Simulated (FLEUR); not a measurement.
# E(M) of AlNi3

Wanted: E(M) for AlNi3, with its minima.

Method: PBE; all-electron FLAPW, Dirac cores, scalar-relativistic bands, in FLEUR MaX-R8.1.

Report form: the programs' logs are mostly left out.

### Step 1. Starting point

Symmetry: Pm-3m, No. 221, cubic system. Conventional cell: a = 3.523 Å, b = 3.523 Å, c = 3.523 Å, α = 90.00°, β = 90.00°, γ = 90.00°. Al has 12 Ni at 2.49 Å nearest. Nearest to Ni lie 4 Al at 2.49 Å and 8 Ni at 2.49 Å. Farther neighbours are not listed.

Structure file:

```xyz
4
Lattice="3.5231 0.0000 0.0000 0.0000 3.5231 0.0000 0.0000 0.0000 3.5231" Properties=species:S:1:pos:R:3 pbc="T T T"
Al    0.0000    0.0000    0.0000
Ni    0.0000    1.7615    1.7615
Ni    1.7615    0.0000    1.7615
Ni    1.7615    1.7615    0.0000
```

The cell comes from a database of computed structures and need not be the stable phase.

### Step 2. The free run

The free run tells which range of moments is worth scanning.

inpgen writes inp.xml from crystal.txt; cutoffs, mixing, functional, smearing and local orbitals are then set in the file. The k list default-1 (kpts.xml, not shown) is a Γ-centred 10×10×10 mesh; where the ranks do not divide the number of points, some are split in two of half the weight.

inp.xml

```
<?xml version="1.0" encoding="UTF-8" standalone="no"?>
<fleurInput fleurInputVersion="0.39">
   <comment>
      AlNi3
   </comment>
   <calculationSetup>
      <cutoffs Kmax="4.14" Gmax="12.4" GmaxXC="12.4" numbands="0"/>
      <scfLoop itmax="120" minDistance="0.00002" maxIterBroyd="15" imix="Anderson" alpha="0.05" precondParam="0.0" spinf="2.0" sdNocoIR="T"/>
      <coreElectrons ctail="T" frcor="F" kcrel="0" coretail_lmax="0"/>
      <xcFunctional name="pbe" relativisticCorrections="F"/>
      <magnetism jspins="2"/>
      <soc l_soc="F" theta="0.0" phi="0.0" spav="F"/>
      <expertModes spex="0" secvar="F"/>
      <geometryOptimization l_f="F" forcealpha="1.0" forcemix="BFGS" epsdisp="0.00001" epsforce="0.00001"/>
      <ldaU l_linMix="F" mixParam="0.05" spinf="1.0"/>
   </calculationSetup>
   <cell>
      <bzIntegration valenceElectrons="57.0" mode="hist" fermiSmearingEnergy="0.00183747">
         <kPointListSelection listName="default-1"/>
         <xi:include xmlns:xi="http://www.w3.org/2001/XInclude" href="kpts.xml"> </xi:include>
      </bzIntegration>
      <xi:include xmlns:xi="http://www.w3.org/2001/XInclude" href="sym.xml"> </xi:include>
      <bulkLattice scale="1.0">
         <bravaisMatrix>
            <row-1>    6.6576085554405022     0.0000000000000000     0.0000000000000000</row-1>
            <row-2>    0.0000000000000000     6.6576085554405022     0.0000000000000000</row-2>
            <row-3>    0.0000000000000000     0.0000000000000000     6.6576085554405022</row-3>
         </bravaisMatrix>
      </bulkLattice>
   </cell>
   <atomSpecies>
      <species name="Aluminum (Al)" element="Al" atomicNumber="13">
         <mtSphere radius="1.81" gridPoints="599" logIncrement="0.019"/>
         <atomicCutoffs lmax="8" lnonsphr="6"/>
         <electronConfig flipSpins="F">
            <coreConfig>(1s1/2) (2s1/2) (2p1/2) (2p3/2)</coreConfig>
            <valenceConfig>(3s1/2) (3p1/2) (3p3/2)</valenceConfig>
            <stateOccupation state="(3p1/2)" spinUp="0.166667" spinDown="0.166667"/>
            <stateOccupation state="(3p3/2)" spinUp="0.333333" spinDown="0.333333"/>
         </electronConfig>
         <energyParameters s="3" p="3" d="3" f="4"/>
      </species>
      <species name="Nickel (Ni1.001" element="Ni" atomicNumber="28">
         <mtSphere radius="2.29" gridPoints="757" logIncrement="0.016"/>
         <atomicCutoffs lmax="8" lnonsphr="6"/>
         <electronConfig flipSpins="F">
            <coreConfig>(1s1/2) (2s1/2) (2p1/2) (2p3/2)</coreConfig>
            <valenceConfig>(3s1/2) (3p1/2) (3p3/2) (4s1/2) (3d3/2) (3d5/2)</valenceConfig>
            <stateOccupation state="(3d3/2)" spinUp="1.6" spinDown="1.6"/>
            <stateOccupation state="(3d5/2)" spinUp="2.9005" spinDown="1.8995"/>
         </electronConfig>
         <energyParameters s="4" p="4" d="3" f="4"/>
         <lo type="SCLO" l="0" n="3" eDeriv="0"/>
         <lo type="SCLO" l="1" n="3" eDeriv="0"/>
      </species>
   </atomSpecies>
   <atomGroups>
      <atomGroup species="Aluminum (Al)">
         <relPos label="                   1">.0000000000 .0000000000 .0000000000</relPos>
         <force calculate="T" relaxXYZ="TTT"/>
      </atomGroup>
      <atomGroup species="Nickel (Ni1.001">
         <relPos label="                   2">.0000000000 1.000/2.000 1.000/2.000</relPos>
         <relPos label="                   3">1.000/2.000 .0000000000 1.000/2.000</relPos>
         <relPos label="                   4">1.000/2.000 1.000/2.000 .0000000000</relPos>
         <force calculate="T" relaxXYZ="TTT"/>
      </atomGroup>
   </atomGroups>
   <output dos="F" band="F" slice="F">
      <bandDOS minEnergy="-.5*Htr" maxEnergy="0.5*Htr" sigma="0.015" storeEVData="T"/>
      <plotting iplot="0" polar="F">
         <plot TwoD="T" vec1="  1.0  0.0  0.0" vec2="  0.0  1.0  0.0" vec3="  0.0  0.0  1.0" zero="  0.0  0.0  0.0" file="plot"/>
      </plotting>
      <moessbauerParams electricFieldGradient="F" isomerShift="F" coreHyperfine="F" valenceHyperfine="F"/>
   </output>
</fleurInput>
```

crystal.txt

```
AlNi3
&input film=F cartesian=F /
3.52305472670  0.00000000000  0.00000000000
0.00000000000  3.52305472670  0.00000000000
0.00000000000  0.00000000000  3.52305472670
1.8897261246
1.0 1.0 1.0

4
13 0.00000000000  0.00000000000  0.00000000000
28 0.00000000000  0.50000000000  0.50000000000 : 1.001
28 0.50000000000  0.00000000000  0.50000000000 : 1.001
28 0.50000000000  0.50000000000  0.00000000000 : 1.001

&kpt div1=10 div2=10 div3=10 gamma=T /
```

Run with:

```sh
OMP_NUM_THREADS=1 inpgen -f crystal.txt > inpgen.log  # inp.xml is then edited as shown
OMP_NUM_THREADS=1 mpirun -n 4 fleur_MPI > fleur.log
```

Run time: 23 s. Hardware: 4 MPI ranks of AMD EPYC 9R45, shared host; peak memory 0.25 GiB.

Spin moment in the muffin-tin sphere by atom:

```tsv
atom	spin moment in the muffin-tin sphere (μB)
Al1	-0.008
Ni2	0.253
Ni3	0.253
Ni4	0.253
```

Numbers from this step:

```yaml
free_energy: -130761.1860 eV
program_s_band_gap_on_this_mesh_in_a_metal_only_a_level_spacing: 0.003878 eV
magnetization: 0.6909 μB
final_state: ferromagnetic
```

After 25 cycles the largest moment stands at 0.253 μB.

### Step 3. No spin polarisation

inp.xml: that of step 2 with these lines changed.

```diff
@@ -10,3 +10,3 @@
       <xcFunctional name="pbe" relativisticCorrections="F"/>
-      <magnetism jspins="2"/>
+      <magnetism jspins="1"/>
       <soc l_soc="F" theta="0.0" phi="0.0" spav="F"/>
@@ -42,3 +42,3 @@
       </species>
-      <species name="Nickel (Ni1.001" element="Ni" atomicNumber="28">
+      <species name="Nickel (Ni)" element="Ni" atomicNumber="28">
          <mtSphere radius="2.29" gridPoints="757" logIncrement="0.016"/>
@@ -48,4 +48,4 @@
             <valenceConfig>(3s1/2) (3p1/2) (3p3/2) (4s1/2) (3d3/2) (3d5/2)</valenceConfig>
-            <stateOccupation state="(3d3/2)" spinUp="1.6" spinDown="1.6"/>
-            <stateOccupation state="(3d5/2)" spinUp="2.9005" spinDown="1.8995"/>
+            <stateOccupation state="(3d3/2)" spinUp="1.600000" spinDown="1.600000"/>
+            <stateOccupation state="(3d5/2)" spinUp="2.400000" spinDown="2.400000"/>
          </electronConfig>
@@ -61,3 +61,3 @@
       </atomGroup>
-      <atomGroup species="Nickel (Ni1.001">
+      <atomGroup species="Nickel (Ni)">
          <relPos label="                   2">.0000000000 1.000/2.000 1.000/2.000</relPos>
```

crystal.txt

```
AlNi3
&input film=F cartesian=F /
3.52305472670  0.00000000000  0.00000000000
0.00000000000  3.52305472670  0.00000000000
0.00000000000  0.00000000000  3.52305472670
1.8897261246
1.0 1.0 1.0

4
13 0.00000000000  0.00000000000  0.00000000000
28 0.00000000000  0.50000000000  0.50000000000
28 0.50000000000  0.00000000000  0.50000000000
28 0.50000000000  0.50000000000  0.00000000000

&kpt div1=10 div2=10 div3=10 gamma=T /
```

It took 8.4 s on 4 MPI ranks; peak memory 0.21 GiB; 33 s of CPU time.

Read from the output:

| Quantity | Value |
| --- | --- |
| free energy | -130761.1764 eV |
| program's band gap on this mesh (in a metal only a level spacing) | 0.007205 eV |
| final state | non-magnetic (no spin polarisation) |

Its energy lies +9.6 meV a cell from the free run's.

### Step 4. Moment fixed at 0.623 μB

Two Fermi energies hold the total moment; the run starts from the free run's density.

inp.xml: that of step 3 with these lines changed.

```diff
@@ -10,3 +10,3 @@
       <xcFunctional name="pbe" relativisticCorrections="F"/>
-      <magnetism jspins="1"/>
+      <magnetism jspins="2" fixed_moment="0.623"/>
       <soc l_soc="F" theta="0.0" phi="0.0" spav="F"/>
@@ -42,3 +42,3 @@
       </species>
-      <species name="Nickel (Ni)" element="Ni" atomicNumber="28">
+      <species name="Nickel (Ni1.001" element="Ni" atomicNumber="28">
          <mtSphere radius="2.29" gridPoints="757" logIncrement="0.016"/>
@@ -48,4 +48,4 @@
             <valenceConfig>(3s1/2) (3p1/2) (3p3/2) (4s1/2) (3d3/2) (3d5/2)</valenceConfig>
-            <stateOccupation state="(3d3/2)" spinUp="1.600000" spinDown="1.600000"/>
-            <stateOccupation state="(3d5/2)" spinUp="2.400000" spinDown="2.400000"/>
+            <stateOccupation state="(3d3/2)" spinUp="1.6" spinDown="1.6"/>
+            <stateOccupation state="(3d5/2)" spinUp="2.9005" spinDown="1.8995"/>
          </electronConfig>
@@ -61,3 +61,3 @@
       </atomGroup>
-      <atomGroup species="Nickel (Ni)">
+      <atomGroup species="Nickel (Ni1.001">
          <relPos label="                   2">.0000000000 1.000/2.000 1.000/2.000</relPos>
```

Run with:

```sh
OMP_NUM_THREADS=1 mpirun -n 4 fleur_MPI > fleur.log
```

Run time: 13 s. Hardware: 4 MPI ranks; peak memory 0.25 GiB.

This step gave:

```
magnetization : 0.623 μB
```

Its energy lies +0.6 meV a cell from the free run's.

### Step 5. Moment fixed at 0.934 μB

inp.xml: that of step 4 with these lines changed.

```diff
@@ -10,3 +10,3 @@
       <xcFunctional name="pbe" relativisticCorrections="F"/>
-      <magnetism jspins="2" fixed_moment="0.623"/>
+      <magnetism jspins="2" fixed_moment="0.934"/>
       <soc l_soc="F" theta="0.0" phi="0.0" spav="F"/>
```

Elapsed: 14 s, on 4 MPI ranks; peak memory 0.25 GiB.

Numbers from this step:

```yaml
magnetization: 0.934 μB
```

Its energy lies +10.9 meV a cell from the free run's.

### Step 6. Moment fixed at 0.311 μB

inp.xml: that of step 5 with these lines changed.

```diff
@@ -10,3 +10,3 @@
       <xcFunctional name="pbe" relativisticCorrections="F"/>
-      <magnetism jspins="2" fixed_moment="0.934"/>
+      <magnetism jspins="2" fixed_moment="0.311"/>
       <soc l_soc="F" theta="0.0" phi="0.0" spav="F"/>
```

Wall time 17 s (4 MPI ranks); peak memory 0.25 GiB.

Read from the output:

```yaml
magnetization: 0.311 μB
```

Its energy lies +6.9 meV a cell from the free run's.

### Step 7. The curve

The other moments were run in the same way.

Table of energy over the lowest by total spin moment:

```tsv
total spin moment (μB a cell)	energy over the lowest (meV a cell)
0.000	9.60
0.311	6.88
0.623	0.629
0.691	0
0.934	10.9
1.245	74.5
1.557	193
1.868	340
2.180	509
2.491	705
```

Moment, largest sphere moment against total spin moment:

```tsv
total spin moment (μB a cell)	moment, largest sphere moment (μB)
0.000	0
0.311	0.115
0.623	0.229
0.691	0.253
0.934	0.329
1.245	0.421
1.557	0.516
1.868	0.609
2.180	0.700
2.491	0.787
```

### Step 8. Summary of results

| Quantity | Value |
| --- | --- |
| moment of the free run | 0.691 μB a cell |
| moment of the lowest point | 0.691 μB a cell |
| energy of the spinless run | 9.60 meV a cell over the lowest |

**Reading.** The lowest point lies 9.60 meV a cell under the spinless run, in free energy at a smearing of 0.05 eV. The point at zero is the spinless run. Opposed orders, which also have no total moment, were not run. Core electrons leak out of the spheres (0.029 e), which costs some accuracy.

[Logs and program files are shortened in this print: banners, set-up blocks, solver, clock and traceback lines can be left out without a mark of their own.]

[Logs are printed without paths, hosts, clocks, repeated set-up lines and the standing remarks that a program may print on its own settings, such as how far it seeks lower states.]

[Hosts, paths, dates, database ids (printed as entryN), source tags and the programs' standing remarks are cut or masked in the printed files.]

[Where a cell is said to come from a database of computed structures, the database is the Materials Project.]
